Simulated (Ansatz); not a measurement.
# Sr on Y(0001): change of the work function

How does Sr on the hcp site change the work function of Y(0001) as the layer fills?

Program: Ansatz 0.2.0. Level of theory: plane-wave DFT, PBEsol, Ansatz PAW. Results are calculated unless marked as measured.

This is a report of a sequence of runs, with most program output left out.

**1. Set-up**

The cell holds 4 atoms: 4 Y. Cell: a = 3.650 Å, b = 3.650 Å, c = 26.601 Å, α = 90.0°, β = 90.0°, γ = 60.0°. Vacuum lies along c.

Coordinates:

```xyz
4
Lattice="3.6500 0.0000 0.0000 1.8250 3.1610 0.0000 0.0000 0.0000 26.6012" Properties=species:S:1:pos:R:3
Y     3.6500    2.1073    9.0000
Y     0.0000    0.0000   11.8671
Y     3.6500    2.1073   14.7341
Y     0.0000    0.0000   17.6012
```

**2. The clean slab**

The bare slab comes first, as the zero from which every change is counted. The two lowest layers are held at bulk places and the upper ones relax. The dipole correction removes the false field that a one-sided slab makes across the periodic vacuum, so each face gets a flat vacuum level of its own.

Contents of input.yaml:

```yaml
crystal:
  lattice:
    - [3.65, 0.0, 0.0]
    - [1.825, 3.1609927238, 0.0]
    - [0.0, 0.0, 26.601225]
  atoms:
    - { symbol: "Y", position: [0.6666666667, 0.6666666667, 0.3383302837] }
    - { symbol: "Y", position: [0.0, 0.0, 0.4461100946] }
    - { symbol: "Y", position: [0.6666666667, 0.6666666667, 0.5538899054] }
    - { symbol: "Y", position: [0.0, 0.0, 0.6616697163] }
kpoints:
  mp_grid: { grid: [10, 10, 1] }
hamiltonian:
  xc: pbesol
scf:
  occupations: { method: fermi_dirac, width: 0.1 }
  convergence: { dr2_threshold: 1.0e-08 }
efield:
  axis: 3
  dipole_correction: true
  ramp_position: 0.97
  ramp_width: 0.06
relax:
  f_tol: 0.02
  max_steps: 60
  constraints: [{ sites: [0, 1] }]
output:
  write_potential: true
  write_density: true
  volumetric_format: npy
```

The run is started by

```console
ansatz run input.yaml --threads 4 --pin off --max-ram 12288MiB --backend cpu --events-out ev --progress --plain --runs-dir out
```

Wall time 10 s (4 threads of Arm Neoverse V1, shared host); peak memory 0.61 GiB; 38 s of CPU time.

The steps of the relaxation:

```tsv
step	energy less that of the first step (eV)	largest force component (eV/Å)
1	0.0000	0.3214
2	-0.0305	0.0207
3	-0.0307	0.0026
```

The run keeps the 6 symmetry operations that it works with, so distortions that break them were not tested.

The atoms that moved most (Å):

```tsv
atom	dx	dy	dz	length
Y4	0.000	0.000	-0.218	0.218
Y3	0.000	0.000	-0.055	0.055
```

Final coordinates:

```cif
data_structure
_symmetry_space_group_name_H-M 'P 1'
_symmetry_Int_Tables_number 1
_cell_length_a 3.6500
_cell_length_b 3.6500
_cell_length_c 26.6012
_cell_angle_alpha 90.000
_cell_angle_beta 90.000
_cell_angle_gamma 60.000
_cell_volume 306.91
loop_
_atom_site_label
_atom_site_type_symbol
_atom_site_fract_x
_atom_site_fract_y
_atom_site_fract_z
_atom_site_occupancy
Y1 Y 0.66667 0.66667 0.33833 1
Y2 Y 0.00000 0.00000 0.44611 1
Y3 Y 0.66667 0.66667 0.55184 1
Y4 Y 0.00000 0.00000 0.65346 1
```

Numbers from this step:

```yaml
energy_at_zero_smearing: -15178.6668 eV
work_function_upper_face: 3.410 eV
dipole_along_the_normal: 8.88e-4 e·Å
```

Running mean over 2.867 Å of the planar mean; the ramp of the sawtooth is left out. Table of electron's electrostatic potential energy less the Fermi level by z:

z (Å), electron's electrostatic potential energy less the Fermi level (eV) and a bar from the least value:
```
        4       3.42 ##############################
        5       3.38 ##############################
        6       3.08 #############################
        7       1.21 #######################
        8      -4.02 #######
        9      -5.76 #
       10      -5.49 ##
       11      -5.34 ###
       12      -5.42 ##
       13      -5.69 ##
       14      -5.50 ##
       15      -5.47 ##
       16      -6.21 
       17      -5.86 #
       18      -5.24 ###
       19      -0.68 #################
       20       2.71 ############################
       21       3.31 ##############################
       22       3.40 ##############################
       23       3.41 ##############################
```

The relaxation took 3 steps and lowered the energy by 0.031 eV; the largest force on the free atoms ends at 0.0026 eV/Å.

The work function of the upper face is 3.41 eV.

**3. The covered slab, k-mesh 4×4×1, coverage 0.111 ML**

System of this step: Sr/Y(0001). The cell holds 37 atoms: 36 Y and 1 Sr. Cell: a = 10.950 Å, b = 10.950 Å, c = 29.833 Å, α = 90.0°, β = 90.0°, γ = 60.0°. Vacuum lies along c.

The clean slab as it ended is repeated in the plane and the adsorbate is set on one face; the cell's size fixes the coverage, and the k-mesh shrinks with it to keep the sampling density about even. Adsorbate and upper layers relax, since the dipole depends on the height.

Contents of input.yaml:

```yaml
crystal:
  lattice:
    - [10.95, 0.0, 0.0]
    - [5.475, 9.4829781714, 0.0]
    - [0.0, 0.0, 29.8326087914]
  atoms:
    - { symbol: "Y", position: [0.2222222222, 0.2222222222, 0.3016833044] }
    - { symbol: "Y", position: [0.0, 0.0, 0.3977887111] }
    - { symbol: "Y", position: [0.2222222222, 0.2222222222, 0.4920653612] }
    - { symbol: "Y", position: [0.0, 0.0, 0.5826788477] }
    - { symbol: "Y", position: [0.2222222222, 0.5555555556, 0.3016833044] }
    - { symbol: "Y", position: [0.0, 0.3333333333, 0.3977887111] }
    - { symbol: "Y", position: [0.2222222222, 0.5555555556, 0.4920653612] }
    - { symbol: "Y", position: [0.0, 0.3333333333, 0.5826788477] }
    - { symbol: "Y", position: [0.2222222222, 0.8888888889, 0.3016833044] }
    - { symbol: "Y", position: [0.0, 0.6666666667, 0.3977887111] }
    - { symbol: "Y", position: [0.2222222222, 0.8888888889, 0.4920653612] }
    - { symbol: "Y", position: [0.0, 0.6666666667, 0.5826788477] }
    - { symbol: "Y", position: [0.5555555556, 0.2222222222, 0.3016833044] }
    - { symbol: "Y", position: [0.3333333333, 0.0, 0.3977887111] }
    - { symbol: "Y", position: [0.5555555556, 0.2222222222, 0.4920653612] }
    - { symbol: "Y", position: [0.3333333333, 0.0, 0.5826788477] }
    - { symbol: "Y", position: [0.5555555556, 0.5555555556, 0.3016833044] }
    - { symbol: "Y", position: [0.3333333333, 0.3333333333, 0.3977887111] }
    - { symbol: "Y", position: [0.5555555556, 0.5555555556, 0.4920653612] }
    - { symbol: "Y", position: [0.3333333333, 0.3333333333, 0.5826788477] }
    - { symbol: "Y", position: [0.5555555556, 0.8888888889, 0.3016833044] }
    - { symbol: "Y", position: [0.3333333333, 0.6666666667, 0.3977887111] }
    - { symbol: "Y", position: [0.5555555556, 0.8888888889, 0.4920653612] }
    - { symbol: "Y", position: [0.3333333333, 0.6666666667, 0.5826788477] }
    - { symbol: "Y", position: [0.8888888889, 0.2222222222, 0.3016833044] }
    - { symbol: "Y", position: [0.6666666667, 0.0, 0.3977887111] }
    - { symbol: "Y", position: [0.8888888889, 0.2222222222, 0.4920653612] }
    - { symbol: "Y", position: [0.6666666667, 0.0, 0.5826788477] }
    - { symbol: "Y", position: [0.8888888889, 0.5555555556, 0.3016833044] }
    - { symbol: "Y", position: [0.6666666667, 0.3333333333, 0.3977887111] }
    - { symbol: "Y", position: [0.8888888889, 0.5555555556, 0.4920653612] }
    - { symbol: "Y", position: [0.6666666667, 0.3333333333, 0.5826788477] }
    - { symbol: "Y", position: [0.8888888889, 0.8888888889, 0.3016833044] }
    - { symbol: "Y", position: [0.6666666667, 0.6666666667, 0.3977887111] }
    - { symbol: "Y", position: [0.8888888889, 0.8888888889, 0.4920653612] }
    - { symbol: "Y", position: [0.6666666667, 0.6666666667, 0.5826788477] }
    - { symbol: Sr, position: [0.2222222222, 0.2222222222, 0.6983166956] }
kpoints:
  mp_grid: { grid: [4, 4, 1] }
hamiltonian:
  xc: pbesol
scf:
  occupations: { method: fermi_dirac, width: 0.1 }
  convergence: { dr2_threshold: 1.0e-08 }
efield:
  axis: 3
  dipole_correction: true
  ramp_position: 0.97
  ramp_width: 0.06
relax:
  f_tol: 0.02
  max_steps: 60
  constraints:
    - { sites: [0, 1, 4, 5, 8, 9, 12, 13, 16, 17, 20, 21, 24, 25, 28, 29, 32, 33] }
output:
  bader: true
  write_potential: true
  write_density: true
  volumetric_format: npy
```

It took 11 min on 4 threads; peak memory 9.1 GiB; 44 min of CPU time.

Step by step:

```tsv
step	energy less that of the first step (eV)	largest force component (eV/Å)
1	0.0000	0.6409
2	-0.1170	0.5411
3	-0.1974	0.1178
4	-0.2107	0.0690
5	-0.2135	0.0169
```

The run keeps the 6 symmetry operations that it works with, so distortions that break them were not tested.

The atoms that moved most (Å):

```tsv
atom	dx	dy	dz	length
Sr37	0.000	0.000	-0.499	0.499
Y28	-0.075	0.043	0.100	0.132
Y4	0.075	0.043	0.100	0.132
Y12	0.000	-0.086	0.100	0.132
Y20	-0.024	-0.014	-0.108	0.112
Y8	0.024	-0.014	-0.108	0.112
Y16	0.000	0.027	-0.108	0.112
Y3	0.000	0.000	-0.090	0.090
```

The relaxed structure:

```xyz
37
Lattice="10.9500 0.0000 0.0000 5.4750 9.4830 0.0000 0.0000 0.0000 29.8326" Properties=species:S:1:pos:R:3
Y     3.6500    2.1073    9.0000
Y     0.0000    0.0000   11.8671
Y     3.6500    2.1073   14.5901
Y     0.0746    0.0431   17.4830
Y     5.4750    5.2683    9.0000
Y     1.8250    3.1610   11.8671
Y     5.4713    5.2926   14.6725
Y     1.8485    3.1474   17.2745
Y     7.3000    8.4293    9.0000
Y     3.6500    6.3220   11.8671
Y     7.2771    8.4204   14.6725
Y     3.6500    6.2359   17.4830
Y     7.3000    2.1073    9.0000
Y     3.6500    0.0000   11.8671
Y     7.3192    2.0920   14.6725
Y     3.6500    0.0272   17.2745
Y     9.1250    5.2683    9.0000
Y     5.4750    3.1610   11.8671
Y     9.1250    5.2683   14.7239
Y     5.4515    3.1474   17.2745
Y    10.9500    8.4293    9.0000
Y     7.3000    6.3220   11.8671
Y    10.9729    8.4204   14.6725
Y     7.2790    6.3341   17.4187
Y    10.9500    2.1073    9.0000
Y     7.3000    0.0000   11.8671
Y    10.9308    2.0920   14.6725
Y     7.2254    0.0431   17.4830
Y    12.7750    5.2683    9.0000
Y     9.1250    3.1610   11.8671
Y    12.7787    5.2926   14.6725
Y     9.1250    3.1367   17.4187
Y    14.6000    8.4293    9.0000
Y    10.9500    6.3220   11.8671
Y    14.6000    8.4293   14.7568
Y    10.9710    6.3341   17.4187
Sr    3.6500    2.1073   20.3333
```

This step gave:

```yaml
energy_at_zero_smearing: -140100.5223 eV
work_function_upper_face: 2.824 eV
work_function_lower_face: 3.420 eV
dipole_along_the_normal: 0.3419 e·Å
step_between_the_vacuum_levels: -0.5957 eV
```

Running mean over 2.867 Å of the planar mean; the ramp of the sawtooth is left out. The electron's electrostatic potential energy less the Fermi level by z:

z (Å), electron's electrostatic potential energy less the Fermi level (eV) and a bar from the least value:
```
      3.5       3.42 ##############################
      4.0       3.41 ##############################
      4.5       3.40 ##############################
      5.0       3.37 ##############################
      5.5       3.29 ##############################
      6.0       3.08 #############################
      6.5       2.55 ###########################
      7.0       1.22 #######################
      7.5      -1.34 ###############
      8.0      -4.01 #######
      8.5      -5.47 ##
      9.0      -5.76 #
      9.5      -5.64 ##
     10.0      -5.49 ##
     10.5      -5.39 ##
     11.0      -5.34 ###
     11.5      -5.36 ##
     12.0      -5.42 ##
     12.5      -5.55 ##
     13.0      -5.70 #
     13.5      -5.67 #
     14.0      -5.50 ##
     14.5      -5.40 ##
     15.0      -5.48 ##
     15.5      -5.86 #
     16.0      -6.15 
     16.5      -6.04 
     17.0      -5.78 #
     17.5      -5.66 ##
     18.0      -5.17 ###
     18.5      -3.60 ########
     19.0      -1.30 ###############
     19.5       0.61 #####################
     20.0       1.48 ########################
     20.5       1.75 #########################
     21.0       1.86 #########################
     21.5       2.07 ##########################
     22.0       2.44 ###########################
     22.5       2.69 ############################
     23.0       2.77 ############################
     23.5       2.80 ############################
     24.0       2.81 ############################
     24.5       2.82 ############################
     25.0       2.82 ############################
     25.5       2.82 ############################
     26.0       2.82 ############################
     26.5       2.82 ############################
```

The relaxation took 5 steps and lowered the energy by 0.21 eV; the largest force on the free atoms ends at 0.017 eV/Å.

The covered face has 2.82 eV, -0.59 eV against the clean one; the bare back face has moved by -0.00 eV, a measure of how thin the slab is.

(Part 1 of 3 ends here.)

[Logs are printed without paths, hosts, clocks, repeated set-up lines and the standing remarks that a program may print on its own settings, such as how far it seeks lower states.]

[Hosts, paths, dates, database ids (printed as entryN), source tags and the programs' standing remarks are cut or masked in the printed files.]

[Maps of the electrostatic potential energy from Ansatz leave out the sawtooth potential of an applied field or a dipole correction, so their vacuum need not be flat; planar profiles and work functions include it.]
